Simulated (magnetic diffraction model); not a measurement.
**BaNi2S4: the ordered moment from one line**

Space group P-1 (no. 2), a = 7.1850 Å, b = 7.5150 Å, c = 7.5929 Å, α = 117.91°, β = 116.78°, γ = 90.31°.

| site | atom | x | y | z |
| --- | --- | --- | --- | --- |
| 2i | Ba | 0.1254 | 0.3767 | 0.2588 |
| 1e | Ni | 1/2 | 1/2 | 0 |
| 1f | Ni | 1/2 | 0 | 1/2 |
| 1d | Ni | 1/2 | 0 | 0 |
| 1b | Ni | 0 | 0 | 1/2 |
| 2i | S | 0.2706 | 0.2251 | 0.9672 |
| 2i | S | 0.7375 | 0.1923 | 0.4582 |
| 2i | S | 0.2678 | 0.2308 | 0.5302 |
| 2i | S | 0.6950 | 0.2250 | 0.9591 |

The compound is invented for this exercise: a known structure type with other elements, its cell scaled to their sizes and not relaxed.

Only Ni is taken to order (form factors of Ni3+); orders and moment sizes are assumed, and not adapted to the symmetry. Radiation: neutrons of λ = 1.594 Å, 5° to 30°; isotropic B of 0.59 Å² (Ba), 0.73 Å² (Ni) and 0.8 Å² (S). The intensities are simulated: I ∝ L Σ (|F_N|² + |F_M⊥|²) for unpolarised neutrons, with F_M = 2.695 fm/μB × Σ f(s) S exp(2πi Q·r) exp(−B s²) at Q = H ± k (one set where k and −k are equivalent), only the part normal to Q counting and L = 1/(sin²θ cos θ). For collinear order S is the moment m, which repeats by lattice and centring translations R with the sign exp(−2πi k·R). Form factors are spin-only for 3d ions and dipole or tabulated for f ions, scattering lengths are Sears's of 1992, and absorption is left out. A label names one of the reflections at its angle. The strongest nuclear line in the range is 100, and lines under 0.2 are left out.

In a first state the assumed order is k = (0 0 0), collinear moments along [010], 0.94 μB on Ni; signs + at (1/2, 1/2, 0), + at (1/2, 0, 1/2), − at (1/2, 0, 0), − at (0, 0, 1/2), with this pattern:

| 2θ (°) | index | nuclear | magnetic |
| --- | --- | --- | --- |
| 14.34 | (0 1 0) | 100.0 | 2.1 |
| 14.77 | (0 1 -1) | 78.5 | 2.2 |
| 14.85 | (1 0 0) | 86.7 | 7.0 |
| 15.21 | (1 0 -1) | 87.4 | 6.6 |
| 17.72 | (1 1 -1) | 0.0 | 9.9 |
| 23.40 | (1 1 0) | 15.5 | 0.0 |
| 23.78 | (-1 1 1) | 15.6 | 7.1 |
| 23.85 | (1 -1 1) | 14.3 | 7.1 |
| 24.39 | (1 1 -2) | 13.1 | 0.0 |
| 24.50 | (0 2 -1) | 13.7 | 0.0 |
| 25.64 | (2 0 -1) | 12.6 | 0.0 |
| 26.60 | (0 1 1) | 62.1 | 1.4 |
| 26.92 | (1 0 1) | 67.7 | 1.8 |
| 27.31 | (0 1 -2) | 56.7 | 1.4 |
| 27.53 | (1 0 -2) | 60.9 | 1.7 |
| 28.62 | (1 2 -1) | 57.5 | 0.4 |
(The table stops after 16 lines; 10 more lie at higher angle.)

**Question.** Nearer the ordering temperature the line at 17.72° has total intensity 7.2 on the same scale, and all moments have shrunk alike. How large is the Ni moment?

The nuclear part, 0.0, stays, so the magnetic part is 7.2 against 9.9. It goes as m², so m = 0.94 × √(7.2/9.9) = 0.80 μB; the value used was 0.8 μB.
